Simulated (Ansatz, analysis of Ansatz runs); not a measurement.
# Reproducing a measured vacancy formation: monovacancy in Ni, part 2 of 2

Subject: monovacancy in Ni. Wanted: its vacancy formation, in one set-up (PBE, 64-site cell, PBE lattice, 350 eV, k: 3x3x3 Gamma-centred). The model is a cell of 64 host atoms with 1 Ni taken out. The formation energy is the energy of the cell with the vacancy less that of the same number of atoms in the perfect cell. This set-up takes another basis size than the usual one.

Ansatz 0.2.0; PBE, 64-site cell, PBE lattice, 350 eV, k: 3x3x3 Gamma-centred.

So far: Starting point; Relaxation, charge 0.

## (2) Relaxation, charge 0 (continued)

Level of this step: plane-wave PAW DFT, PBE; relaxation of all atoms of a defect supercell (Ansatz).

The steps of the relaxation:

```
step  energy less that of the first step (eV)  largest force component (eV/Å)
   1                                   0.0000                          0.1502
   2                                  -0.0240                          0.1028
   3                                  -0.0427                          0.0052
   4                                  -0.0427                          0.0052
```

The run keeps the 48 symmetry operations that it works with, so distortions that break them were not tested.

The atoms that moved most (Å):

```
atom      dx      dy      dz  length
Ni28  -0.019   0.000   0.019   0.027
Ni40   0.000  -0.019   0.019   0.027
Ni39   0.019   0.000   0.019   0.027
Ni27   0.000   0.019   0.019   0.027
Ni42   0.019   0.019   0.000   0.027
Ni45   0.000   0.019  -0.019   0.027
Ni58   0.000  -0.019  -0.019   0.027
Ni46  -0.019   0.000  -0.019   0.027
```

Neighbours of the ideal centre at the end:

```
atom  distance (Å)
Ni28         2.462
Ni40         2.462
Ni39         2.462
Ni27         2.462
Ni42         2.462
Ni46         2.462
Ni58         2.462
Ni31         2.462
Ni57         2.462
Ni54         2.462
Ni45         2.462
Ni43         2.462
```

This step gave:

```
free energy                           : -367899.9284 eV
smearing term TS                      : -0.01768 eV
total moment                          : 44.53 μB
integral of the absolute spin density : 50.74 μB
spin contamination                    : 0.5309
```

The relaxation ends 0.7 meV an atom lower, with a largest force component of 0.0052 eV/Å.

## (3) Defect-free supercell

The perfect cell is run with the same cutoff and k-points as the defect cell, so that sampling errors largely cancel in the difference.

This step: plane-wave PAW DFT, PBE; single point of the defect-free supercell.

System of this step: The cell holds 64 atoms: 64 Ni. Cell: a = 9.958 Å, b = 9.958 Å, c = 9.958 Å, α = 60.0°, β = 60.0°, γ = 60.0°.

host/input.yaml

```yaml
crystal:
  lattice:
    - [0.0, 7.0410975512, 7.0410975512]
    - [7.0410975512, 0.0, 7.0410975512]
    - [7.0410975512, 7.0410975512, 0.0]
  atoms:
    - { symbol: Ni, position: [0.0, 0.0, 0.0], spin: 0.7 }
    - { symbol: Ni, position: [0.0, 0.0, 0.25], spin: 0.7 }
    - { symbol: Ni, position: [0.0, 0.0, 0.5], spin: 0.7 }
    - { symbol: Ni, position: [0.0, 0.0, 0.75], spin: 0.7 }
    - { symbol: Ni, position: [0.0, 0.25, 0.0], spin: 0.7 }
    - { symbol: Ni, position: [0.0, 0.25, 0.25], spin: 0.7 }
    - { symbol: Ni, position: [0.0, 0.25, 0.5], spin: 0.7 }
    - { symbol: Ni, position: [0.0, 0.25, 0.75], spin: 0.7 }
[... 50 atom lines left out ...]
    - { symbol: Ni, position: [0.75, 0.5, 0.5], spin: 0.7 }
    - { symbol: Ni, position: [0.75, 0.5, 0.75], spin: 0.7 }
    - { symbol: Ni, position: [0.75, 0.75, 0.0], spin: 0.7 }
    - { symbol: Ni, position: [0.75, 0.75, 0.25], spin: 0.7 }
    - { symbol: Ni, position: [0.75, 0.75, 0.5], spin: 0.7 }
    - { symbol: Ni, position: [0.75, 0.75, 0.75], spin: 0.7 }
magnetization:
  spin_polarized: true
basis:
  ecutwfc: 350
  xc_grid: 2
hamiltonian:
  xc: pbe
kpoints:
  mp_grid: { grid: [3, 3, 3] }
scf:
  occupations: { method: methfessel_paxton, width: 0.1 }
  max_iter: 120
output:
  forces: true
```

Run with:

```console
$ ansatz run input.yaml --threads 4 --pin off --max-ram 14131MiB --backend cpu --events-out ev --progress --plain --runs-dir out
```

Numbers of over 12 decimals in the logs are rounded to 6 here.

The program printed:

```text
[...]
Crystal: 64 atoms, lattice volume = 698.154 Å³
Basis set: ecut = 350 eV, 10417 PW (Γ), exchange–correlation on 128×128×128 points (8 copies of the dense FFT grid, shifted against one another)
Bands: 719, of which v1, the nominal top of the filled ones, is band 576 counted from 1 (575 counted from 0)
Symmetry: 3072 space group operations
[...]
k-points: 4 of 27
[...]
Starting moments: Σ|m| = 44.8 μB on 64 of 64 sites
[...]
SCF iter  14: F=-373741.144798 eV  HF=-373741.144798 eV  |F-HF|=4.13e-9  |Δ(HF+E_count)|=   3.34e-8  S|Δr|=    0.00e0  Δρ=2.23e-6 (↑9.43e-7 ↓2.23e-6)  dr2=3.16e-8  dr2_m=5.40e-9  M=44.935 μB ∫|m|=51.146 μB  ethr=8.68e-12  ⟨swp⟩=2.4  Hψ=16662  notcnv=0
SCF 1 converged in 14 iterations: F = -373741.144798 eV  dr2 = 3.16e-8
[...]
this state was not tested for a lower state beside it, because cold or Methfessel-Paxton smearing, or corrected tetrahedra, fill the levels in a way that the test cannot read (fill_not_monotonic; see scf.lower_state_search)
SCF converged after 14 iterations
Magnetization: 44.9346 μB (598.4673 up, 553.5327 down)
Absolute magnetization: 51.2008 μB (∫|ρ↑−ρ↓|, with the PAW one-centre terms)
[...]
Per-site moments (μB) at R_I (Å): [(0.743533, 1.026879), (0.743533, 1.026879), (0.743533, 1.026879), [... 61 left out ...]
Free energy (F): -373741.144798 eV
[...]
Internal energy: -373741.160254 eV  (E = F + TS)
E sigma→0 (E₀):  -373741.148662 eV
Entropy (-TS):   0.015456 eV (0.241 meV/atom)
Fermi energy:    18.124383 eV
[...]
```

Run time: 4.6 min. Hardware: 4 threads of Arm Neoverse V1, shared host; peak memory 6.8 GiB; 18 min of CPU time.

Reading the cycles: dr2 is the Hartree energy of the density residual (eV), the measure of convergence; HF is the Harris–Foulkes estimate of the energy, which meets the free energy F at convergence.

Numbers from this step:

| Property | Result |
| --- | --- |
| free energy | -373741.1448 eV |
| smearing term TS | -0.01546 eV |
| total moment | 44.93 μB |
| integral of the absolute spin density | 51.20 μB |
| spin contamination | 0.5255 |

The cell carries a net spin moment of 44.93 μB and an absolute one of 51.20 μB.

## (4) Outcome

| Item | Value |
| --- | --- |
| energy gained by relaxing the atoms | 0.04 eV |
| vacancy formation energy at fixed volume, 0 K | 1.51 eV |
| moment of the cell | 44.5 μB |
| time of the whole chain | 20 min on 4 threads |

**Reading.** Vacancy formation energy: computed 1.51 eV, measured 1.6 eV; 0.09 eV below the measurement. The calculation is for 0 K; measured enthalpies come from near the melting point and hold vibrational and anharmonic parts. Semilocal functionals misjudge the energy of a vacancy's internal surface; LDA and PBEsol usually give larger values than PBE. Limits: the cell was relaxed at this lower cutoff, where the basis error moves the lattice constant.

[Logs are printed without paths, hosts, clocks, repeated set-up lines and the standing remarks that a program may print on its own settings, such as how far it seeks lower states.]

[Hosts, paths, dates, database ids (printed as entryN), source tags and the programs' standing remarks are cut or masked in the printed files.]

[For some hosts the program warned that the k-mesh of the response run may be too coarse for force constants and the static dielectric constant; such warnings are not shown here.]
